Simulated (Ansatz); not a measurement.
**AlBP2 (built on the sites of a database entry of BP): phonons and vibrational spectra**

How does AlBP2 (built on the sites of a database entry of BP) vibrate, and is this structure a minimum?

Main program and level: Ansatz 0.2.0; DFT PBEsol, scalar-relativistic, plane waves, norm-conserving pseudopotentials.

Most raw output is cut from this account.

The structure was built from a prototype and need not be the compound's stable phase.

## Step 1: Set-up

It takes space group P3m1 (No. 156, trigonal). Conventional cell: a = 3.436 Å, b = 3.436 Å, c = 5.701 Å, α = 90.00°, β = 90.00°, γ = 120.00°. Al has 4 P at 2.11 to 2.13 Å nearest. Nearest to B lie 4 P at 2.11 to 2.13 Å. Nearest to P lie 3 B at 2.11 Å and 1 Al at 2.13 Å. P has 3 Al at 2.11 Å and 1 B at 2.13 Å nearest. Farther neighbours are not listed.

## Step 2: Rough relaxation

A rough relaxation comes first, because large forces or stress need no tight tolerances yet.

input.yaml reads:

```yaml
crystal:
  lattice:
    - [3.43627, 0.0, 0.0]
    - [-1.71814, 2.9759, 0.0]
    - [0.0, 0.0, 5.70149]
  atoms:
    - { symbol: Al, position: [0.66666667, 0.33333333, 0.50040734] }
    - { symbol: B, position: [0.33333333, 0.66666667, 0.00040734] }
    - { symbol: P, position: [0.66666667, 0.33333333, 0.87459266] }
    - { symbol: P, position: [0.33333333, 0.66666667, 0.37459266] }
kpoints:
  mp_grid: { grid: [6, 6, 4] }
hamiltonian:
  xc: pbesol
  pseudopotentials: { kind: nc }
scf:
  occupations: { method: gaussian, width: 0.1 }
output:
  forces: true
  stress: true
  eigenvalues: true
relax:
  adjacent_minimum: "off"
  f_tol: 0.05
  max_steps: 80
  cell: { stress_tol: 0.5 }
```

Started as:

```console
$ ansatz run input.yaml --threads 4 --pin off --max-ram 7168MiB --backend cpu --events-out ev --progress --plain --runs-dir out
```

It took 16 s on 4 threads of Arm Neoverse N1, shared host; peak memory 0.42 GiB; 59 s of CPU time.

Step by step:

| step | energy less that of the first step (eV) | largest force component (eV/Å) | pressure (GPa) | volume (Å³) |
| --- | --- | --- | --- | --- |
| 1 | 0.0000 | 4.5876 | 17.61 | 58.30 |
| 2 | -0.9907 | 1.2248 | 2.40 | 62.27 |
| 3 | -1.1311 | 0.4030 | -1.87 | 63.90 |
| 4 | -1.1441 | 0.0367 | -0.30 | 63.34 |
| 5* | -1.1447 | 0.0367 | -0.29 | 63.34 |

Relaxation steps marked * repeat the geometry before them on a plane-wave basis chosen anew for their cell, so energy and pressure can jump there.

The run keeps the 6 symmetry operations that it works with, so distortions that break them were not tested.

| conventional cell, symmetrised | before | after | change |
| --- | --- | --- | --- |
| a (Å) | 3.436 | 3.494 | +1.7 % |
| b (Å) | 3.436 | 3.494 | +1.7 % |
| c (Å) | 5.701 | 5.990 | +5.1 % |
| volume (Å³/atom) | 14.58 | 15.83 | +8.6 % |

The atoms that moved most (Å, as changes of fractional coordinates times the final cell):

| atom | dx | dy | dz | length |
| --- | --- | --- | --- | --- |
| P4 | 0.000 | 0.000 | -0.234 | 0.234 |
| P3 | 0.000 | 0.000 | 0.172 | 0.172 |
| Al1 | 0.000 | 0.000 | 0.035 | 0.035 |
| B2 | 0.000 | 0.000 | 0.027 | 0.027 |

The relaxed structure:

```xyz
4
Lattice="3.4943 0.0000 0.0000 -1.7471 3.0261 0.0000 0.0000 0.0000 5.9899" Properties=species:S:1:pos:R:3 pbc="T T T"
Al    1.7471    1.0087    3.0327
B     0.0000    2.0174    0.0294
P     1.7471    1.0087    5.4103
P     0.0000    2.0174    2.0100
```

A gap read on the k-mesh alone can miss the band edges.

Numbers from this step:

- pressure: -0.2908 GPa
- volume per atom: 15.83 Å³
- gap on the k-mesh: 0.4655 eV
- direct gap on mesh: 1.199 eV

In this step the volume went from 14.58 to 15.83 Å³/atom.

## Step 3: Bringing the structure to rest

Harmonic phonons are second derivatives at a point where the forces vanish, and they are wanted at zero stress, so atoms and cell are relaxed first.

input.yaml reads:

```yaml
crystal:
  lattice:
    - [3.4942715679, 2.9355e-06, 0.0]
    - [-1.7471383262, 3.0261264778, 0.0]
    - [0.0, 0.0, 5.9899360317]
  atoms:
    - { symbol: Al, position: [0.6666666667, 0.3333333333, 0.5063055596] }
    - { symbol: B, position: [0.3333333333, 0.6666666667, 0.0049029271] }
    - { symbol: P, position: [0.6666666667, 0.3333333333, 0.9032284421] }
    - { symbol: P, position: [0.3333333333, 0.6666666667, 0.3355630712] }
kpoints:
  mp_grid: { grid: [12, 12, 6] }
hamiltonian:
  xc: pbesol
  pseudopotentials: { kind: nc }
scf:
  occupations: { method: gaussian, width: 0.02 }
output:
  forces: true
  stress: true
  eigenvalues: true
relax:
  adjacent_minimum: "off"
  f_tol: 0.005
  max_steps: 80
  cell: { stress_tol: 0.05 }
```

The job ended after 62 s (4 threads; peak memory 0.59 GiB; 4 min of CPU time).

The steps of the relaxation:

| step | energy less that of the first step (eV) | largest force component (eV/Å) | pressure (GPa) | volume (Å³) |
| --- | --- | --- | --- | --- |
| 1 | 0.0000 | 0.0480 | -0.37 | 63.34 |
| 2 | -0.0004 | 0.0405 | -0.14 | 63.16 |
| 3 | -0.0005 | 0.0137 | 0.05 | 63.06 |
| 4 | -0.0005 | 0.0026 | 0.00 | 63.08 |
| 5* | -0.0005 | 0.0026 | 0.00 | 63.08 |

Relaxation steps marked * repeat the geometry before them on a plane-wave basis chosen anew for their cell, so energy and pressure can jump there.

Forces are held to the 6 operations that the run works with; a distortion that breaks them can't arise in this run.

| conventional cell, symmetrised | before | after | change |
| --- | --- | --- | --- |
| a (Å) | 3.494 | 3.487 | -0.2 % |
| b (Å) | 3.494 | 3.487 | -0.2 % |
| c (Å) | 5.990 | 5.990 | -0.0 % |
| volume (Å³/atom) | 15.83 | 15.77 | -0.4 % |

Final coordinates:

```xyz
4
Lattice="3.4873 0.0000 0.0000 -1.7436 3.0201 0.0000 0.0000 0.0000 5.9898" Properties=species:S:1:pos:R:3 pbc="T T T"
Al    1.7436    1.0067    3.0358
B     0.0000    2.0134    0.0298
P     1.7436    1.0067    5.4097
P     0.0000    2.0134    2.0068
```

Numbers from this step:

- pressure: -3.97e-4 GPa
- gap on the k-mesh: 0.3154 eV
- volume per atom: 15.77 Å³
- direct gap on mesh: 1.212 eV

In this step the volume went from 15.83 to 15.77 Å³/atom.

## Step 4: Relaxing to small forces for the phonons

Phonons need a cell at rest on their own settings, so the relaxation is repeated with tight tolerances on forces and stress on the k mesh and occupations of the first response run.

input.yaml, the sections that differ from step 3:

```yaml
crystal:
  lattice:
    - [3.4872606955, 2.9296e-06, 0.0]
    - [-1.7436328849, 3.0200548871, 0.0]
    - [0.0, 0.0, 5.9897752338]
  atoms:
    - { symbol: Al, position: [0.6666666667, 0.3333333333, 0.5068290715] }
    - { symbol: B, position: [0.3333333333, 0.6666666667, 0.0049824776] }
    - { symbol: P, position: [0.6666666667, 0.3333333333, 0.9031585388] }
    - { symbol: P, position: [0.3333333333, 0.6666666667, 0.3350299121] }
scf:
  occupations: { method: fixed }
relax:
  adjacent_minimum: "off"
  f_tol: 0.001
  max_steps: 60
  cell: { stress_tol: 0.01 }
# kpoints, hamiltonian, output: as in step 3
```

Run time: 50 s. Hardware: 4 threads; peak memory 0.58 GiB; 3.3 min of CPU time.

Little changed from the start: no atom moved by 0.005 Å and no cell edge by 0.1 %.

This step gave:

```
pressure          : -6.04e-4 GPa
gap on the k-mesh : 0.3148 eV
```

The largest force component left is 0.46 meV/Å and the pressure is -0.001 GPa, within the tolerances set. The cell now holds 15.77 Å³/atom.

## Step 5: Zone-centre response

The zone centre comes first: it holds the modes that light can see, as far as symmetry allows. The response to a homogeneous field gives the Born charges and the dielectric tensor.

input.yaml, the sections that differ from step 4:

```yaml
crystal:
  lattice:
    - [3.4872035815, 2.9296e-06, 0.0]
    - [-1.7436043278, 3.0200054249, 0.0]
    - [0.0, 0.0, 5.9898400122]
  atoms:
    - { symbol: Al, position: [0.6666666667, 0.3333333333, 0.5068462916] }
    - { symbol: B, position: [0.3333333333, 0.6666666667, 0.0049608715] }
    - { symbol: P, position: [0.6666666667, 0.3333333333, 0.9031568127] }
    - { symbol: P, position: [0.3333333333, 0.6666666667, 0.3350360242] }
output:
  eigenvalues: true
phonons:
  method: dfpt
  dielectric: true
  rigid_motions: translations
# kpoints, hamiltonian, scf: as in step 4
# relax: removed
```

The job ended after 5.4 min (4 threads; peak memory 3.2 GiB).

Numbers from this step:

```yaml
sum_rule_residual_before_enforcement: 3.03e-5 eV/Å²
miss_of_the_charge_sum_rule: 0.004367 e
estimated_error_of_the_dielectric_tensor: 0.05643
estimated_error_of_the_born_charges: 0.02003 e
point_group: 3m
highest_optical_mode_at_the_zone_centre_no_lo_to_term: 695.0 cm⁻¹
lowest_optical_zone_centre_mode: 120.2 cm⁻¹
mean_high_frequency_dielectric_constant: 10.11
largest_born_charge_third_of_the_trace: 1.952 e
mean_static_dielectric_constant: 11.08
top_of_the_zone_centre_spectrum_with_the_field: 702.9 cm⁻¹
```

Without the LO-TO term. Patterns of degenerate modes are one choice out of their space. Modes at Γ, with each element's share of the kinetic energy:

| mode | frequency (cm⁻¹) | symmetry | Al % | B % | P % |
| --- | --- | --- | --- | --- | --- |
| 1 | 0.0 | acoustic | 27 | 11 | 62 |
| 2 | 0.0 | acoustic | 27 | 11 | 62 |
| 3 | 0.0 | acoustic | 27 | 11 | 62 |
| 4 | 120.2 | E | 20 | 13 | 68 |
| 5 | 120.2 | E | 20 | 13 | 68 |
| 6 | 434.1 | A1 | 0 | 0 | 100 |
| 7 | 481.4 | E | 53 | 1 | 46 |
| 8 | 481.4 | E | 53 | 1 | 46 |
| 9 | 483.5 | A1 | 73 | 7 | 21 |
| 10 | 583.0 | E | 1 | 75 | 24 |
| 11 | 583.0 | E | 1 | 75 | 24 |
| 12 | 695.0 | A1 | 0 | 82 | 17 |

Displacements in mode 4 (120.2 cm⁻¹), the largest set to 1:
```
Al1 -0.16 -0.71  0.00
B2   0.20  0.90  0.00
P3   0.23  1.00  0.00
P4  -0.16 -0.70  0.00
```

Displacements in mode 8 (481.4 cm⁻¹), the largest set to 1:
```
Al1 -0.02  1.00  0.00
B2   0.01 -0.25  0.00
P3   0.00  0.08  0.00
P4   0.02 -0.87  0.00
```

Optical modes at the zone centre, without and with the macroscopic field of the longitudinal modes; each column is sorted by frequency, so a row need not hold one and the same mode. Modes with and without the field, by row:

| rank among optical modes | no field (cm⁻¹) | q along (1, 0, 0) (cm⁻¹) | q along (0, 0, 1) (cm⁻¹) |
| --- | --- | --- | --- |
| 1 | 120.2 | 120.2 | 120.2 |
| 2 | 120.2 | 120.8 | 120.2 |
| 3 | 434.1 | 434.1 | 436.3 |
| 4 | 481.4 | 481.4 | 481.4 |
| 5 | 481.4 | 483.5 | 481.4 |
| 6 | 483.5 | 495.5 | 500.5 |
| 7 | 583 | 583 | 583 |
| 8 | 583 | 588.8 | 583 |
| 9 | 695 | 695 | 702.9 |

Born charge (rows field, columns displacement) (e), principal values of the symmetric part by kind of site:

| atom | atoms with these values | low | middle | high | mean |
| --- | --- | --- | --- | --- | --- |
| Al1 | 1 | 1.83 | 1.83 | 2.19 | 1.95 |
| B2 | 1 | 0.57 | 0.57 | 0.67 | 0.61 |
| P3 | 1 | -0.74 | -0.74 | -0.53 | -0.67 |
| P4 | 1 | -2.32 | -1.67 | -1.67 | -1.89 |

In full for B2:

```
0.57 0.00 0.00
0.00 0.57 0.00
0.00 0.00 0.67
```

High-frequency dielectric tensor:

```
 9.87  0.00  0.00
 0.00  9.87  0.00
 0.00  0.00 10.58
```

Static dielectric tensor (ions relaxed, fixed cell):

```
10.77  0.00  0.00
 0.00 10.77  0.00
 0.00  0.00 11.71
```

Transverse modes. Lines of the infrared spectrum (strongest = 100):

| position (cm⁻¹) | label | relative intensity |
| --- | --- | --- |
| 120 | E | 1.0 |
| 434 | A1 | 10 |
| 481 | E | 100 |
| 484 | A1 | 62 |
| 583 | E | 41 |
| 695 | A1 | 37 |

Before it was imposed, the acoustic sum rule was missed by 3.0e-5 eV/Å² and the charge sum rule by 0.0044 e. Small misses are needed for a sound result but don't prove that mesh and cutoff are converged. The lowest optical mode is real, 120 cm⁻¹.

The log warns of the k mesh: “the force constants stand on the 12×12×6 k-mesh, whose period is 12.12 times the interband length at k = (0.0000, 0.0000, 0.0000), direct gap 1.212 eV, under 14: take them and everything formed from them as unconverged”.

## Step 6: The dispersion

The mesh has a single point along some directions, so zone-edge points there are not solved. Linear response on a 2×2×1 q mesh gives force constants as far as a supercell of that size would, and the tensors from the zone-centre run are typed in so that the long-range dipole term is interpolated apart.

input.yaml, the sections that differ from step 5:

```yaml
phonons:
  method: dfpt
  qmesh: [2, 2, 1]
  temperatures: { t_max: 1000, t_step: 50 }
  qpath:
    path:
      - [[0.0, 0.0, 0.0], [0.5, 0.0, 0.0], [0.33333333, 0.33333333, 0.0], [0.0, 0.0, 0.0], [0.0, 0.0, 0.5], [0.5, 0.0, 0.5], [0.33333333, 0.33333333, 0.5], [0.0, 0.0, 0.5]]
      - [[0.5, 0.0, 0.5], [0.5, 0.0, 0.0]]
      - [[0.33333333, 0.33333333, 0.5], [0.33333333, 0.33333333, 0.0]]
    npoints: 10
  non_analytic_term:
    high_frequency_dielectric_tensor: [[9.8687, 0.0, 0.0], [0.0, 9.8687, 0.0], [0.0, 0.0, 10.58]]
    born_effective_charges:
      - { species: Al, tensor: [[1.8346, 0.0, 0.0], [0.0, 1.8346, 0.0], [0.0, 0.0, 2.1873]] }
      - { species: B, tensor: [[0.5746, 0.0, 0.0], [0.0, 0.5746, 0.0], [0.0, 0.0, 0.6686]] }
      - { species: P, tensor: [[-0.7437, 0.0, 0.0], [0.0, -0.7437, 0.0], [0.0, 0.0, -0.5315]] }
      - { species: P, tensor: [[-1.6654, 0.0, 0.0], [0.0, -1.6654, 0.0], [0.0, 0.0, -2.3244]] }
    source: "zone-centre run at this cell"
# crystal, kpoints, hamiltonian, scf, output: as in step 5
```

Wall time 8.2 min (4 threads); peak memory 2.6 GiB.

This step gave:

| Item | Value |
| --- | --- |
| sum-rule residual before enforcement | 3.44e-5 eV/Å² |
| lowest mode on the q mesh (acoustic modes at Γ apart) | 78.1 cm⁻¹ |
| highest frequency at a solved wavevector (no LO-TO term at Γ) | 695.0 cm⁻¹ |

Frequencies (cm⁻¹) solved at each irreducible wavevector; negative means imaginary. Frequencies by wavevector, by row:

| q in reciprocal lattice units | star | mode 1 | mode 2 | mode 3 | mode 4 | mode 10 | mode 11 | mode 12 |
| --- | --- | --- | --- | --- | --- | --- | --- | --- |
| 0 0 0 | 1 | 0 | 0 | 0 | 120.2 | 583 | 583 | 695 |
| 0 -0.5 0 | 3 | 78.1 | 201.3 | 226.2 | 227.6 | 517.5 | 542.7 | 654.2 |

Symmetry leaves 2 wavevectors to solve. The lowest mode among them, the acoustic zeros apart, lies at q = (0, -0.5, 0) and is real, 78.1 cm⁻¹.

## Step 7: Another isotope

An isotope changes the mass and not the force constants, so no new electronic calculation is needed; the shifts show which modes move this element.

The same force constants with the mass of B changed from 10.810 to 10.013 u (phonopy, no LO-TO term). Both lists are sorted by frequency; levels can cross, so a row need not hold one and the same mode. Modes under 3 cm⁻¹ are left out. Isotope shifts, by row:

| q | rank | natural mass (cm⁻¹) | changed mass (cm⁻¹) |
| --- | --- | --- | --- |
| 0 0 0 | 4 | 120.2 | 120.8 |
| 0 0 0 | 5 | 120.2 | 120.8 |
| 0 0 0 | 6 | 434.1 | 434.2 |
| 0 0 0 | 7 | 481.4 | 481.6 |
| 0 0 0 | 8 | 481.4 | 481.6 |
| 0 0 0 | 9 | 483.5 | 484.6 |
| 0 0 0 | 10 | 583 | 600.2 |
| 0 0 0 | 11 | 583 | 600.2 |
| 0 0 0 | 12 | 695 | 717.5 |
| 0 -0.5 0 | 1 | 78.1 | 78.11 |
| 0 -0.5 0 | 2 | 201.3 | 201.8 |
| 0 -0.5 0 | 3 | 226.2 | 227.5 |
| 0 -0.5 0 | 4 | 227.6 | 227.9 |
| 0 -0.5 0 | 5 | 341.6 | 341.9 |
| 0 -0.5 0 | 6 | 370.8 | 371.4 |
| 0 -0.5 0 | 7 | 463.4 | 465.1 |
| 0 -0.5 0 | 8 | 477 | 482.2 |
| 0 -0.5 0 | 9 | 512.4 | 512.7 |
| 0 -0.5 0 | 10 | 517.5 | 529 |
| 0 -0.5 0 | 11 | 542.7 | 561.9 |
| 0 -0.5 0 | 12 | 654.2 | 674.9 |

A mode of this element alone would shift by +3.90 %. The highest zone-centre frequency without the field goes from 695.0 to 717.5 cm⁻¹ (+3.2 %). The product of the frequency ratios over all optical modes at Γ is 1.108; the product rule, (m/m′)^(3k/2) (M′/M)^(3/2) with k = 1 such atoms and M the mass of the cell, gives 1.108.

## Step 8: What came out

```
space group after relaxation (within 0.01 Å)            : P3m1
volume per atom                                         : 15.8 Å³
gap on the k-mesh                                       : 0.315 eV
highest optical mode at the zone centre (no LO-TO term) : 695 cm⁻¹
top of the zone-centre spectrum with the field          : 703 cm⁻¹
lowest optical zone-centre mode                         : 120 cm⁻¹
mean high-frequency dielectric constant                 : 10.1
mean static dielectric constant                         : 11.1
largest Born charge (third of the trace)                : 1.95 e
lowest mode on the q mesh (acoustic modes at Γ apart)   : 78.1 cm⁻¹
imaginary modes on the 2×2×1 q mesh                     : none
```

The structure is a minimum as far as tested: no mode is imaginary at the 2 irreducible wavevectors of the 2×2×1 mesh, and the softest away from the acoustic zeros lies at 78 cm⁻¹. Without the field, the optical modes at Γ span 120 to 695 cm⁻¹. The highest mode in this list at Γ, 695.0 cm⁻¹, is mostly motion of B (82 % of the kinetic energy). With the macroscopic field of the longitudinal modes the top of the zone-centre spectrum lies at 703 cm⁻¹, against 695 cm⁻¹ without it. Lattice motion raises the mean dielectric constant from 10.11 to 11.08. The strongest infrared line is at 481 cm⁻¹. With the field response the log warns that the k mesh is coarse for the force constants too, so the frequencies may not be converged. The q mesh is too sparse to interpolate, so only the solved wavevectors are given. The program warns that the interpolation holds no quadrupole term, so branches close to Γ can be off in this crystal. The starting cell was built on a prototype and not taken from a measurement, so the phase need not exist. These are harmonic frequencies at zero temperature: anharmonic shifts, linewidths and thermal expansion are left out.

[Logs are printed without paths, hosts, clocks, repeated set-up lines and the standing remarks that a program may print on its own settings, such as how far it seeks lower states.]

[Hosts, paths, dates, database ids (printed as entryN), source tags and the programs' standing remarks are cut or masked in the printed files.]
